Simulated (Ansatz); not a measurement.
An input for Ansatz 0.2.0 (Cs2AgSbBr6 (Fm-3m)):

```yaml
crystal:
  lattice:
    - [0.0, 5.689253, 5.689253]
    - [5.689253, 0.0, 5.689253]
    - [5.689253, 5.689253, 0.0]
  atoms:
    - { symbol: Cs, position: [0.75, 0.75, 0.75] }
    - { symbol: Cs, position: [0.25, 0.25, 0.25] }
    - { symbol: Ag, position: [0.5, 0.5, 0.5] }
    - { symbol: Sb, position: [0.0, 0.0, 0.0] }
    - { symbol: Br, position: [0.751554, 0.248446, 0.248446] }
    - { symbol: Br, position: [0.248446, 0.248446, 0.751554] }
    - { symbol: Br, position: [0.248446, 0.751554, 0.751554] }
    - { symbol: Br, position: [0.248446, 0.751554, 0.248446] }
    - { symbol: Br, position: [0.751554, 0.248446, 0.751554] }
    - { symbol: Br, position: [0.751554, 0.751554, 0.248446] }
kpoints:
  mp_grid: { grid: [2, 2, 2] }
  band_path:
    path:
      - [0.0, 0.0, 0.0]
      - [0.5, 0.0, 0.5]
      - [0.625, 0.25, 0.625]
      - [0.375, 0.375, 0.75]
      - [0.5, 0.5, 0.5]
      - [0.5, 0.25, 0.75]
      - [0.5, 0.4, 0.6]
    npoints: 1
hamiltonian:
  xc: hse06
scf:
  occupations: { method: fixed }
  n_extra_bands: 14
magnetization:
  noncollinear: true
  spin_orbit: true
output:
  eigenvalues: true
```

```sh
ansatz run input.yaml --threads 16 --pin off --max-ram 82944MiB --backend cuda --events-out ev --progress --plain --runs-dir out --devices 1 --max-vram 78GiB
```

Q: How long will it take on 1 × NVIDIA GB200 (shared by 2 runs) with 16 threads of Arm Neoverse V2, shared host, and how much memory?

It took 17 s; on shared hardware allow 8.5 s to 34 s. Peak host memory was 2.6 GiB. The sizes that set the cost: 7239 plane waves a state, 3 irreducible k points and 17 SCF cycles.

Exact exchange couples every pair of k points and filled bands, so it costs far more than a semilocal run.

[Paths, hosts, dates, memory and timing lines, banners, echoed tables and standing remarks are left out of the program output.]

[Logs are printed without paths, hosts, clocks, repeated set-up lines and the standing remarks that a program may print on its own settings, such as how far it seeks lower states.]

[Runs of the session that timed out or met a known fault of the program may be left out.]

[Cells called generated may have been cut or substituted from an entry of the Crystallography Open Database or the Materials Project.]

[Hosts, paths, dates, database ids (printed as entryN), source tags and the programs' standing remarks are cut or masked in the printed files.]
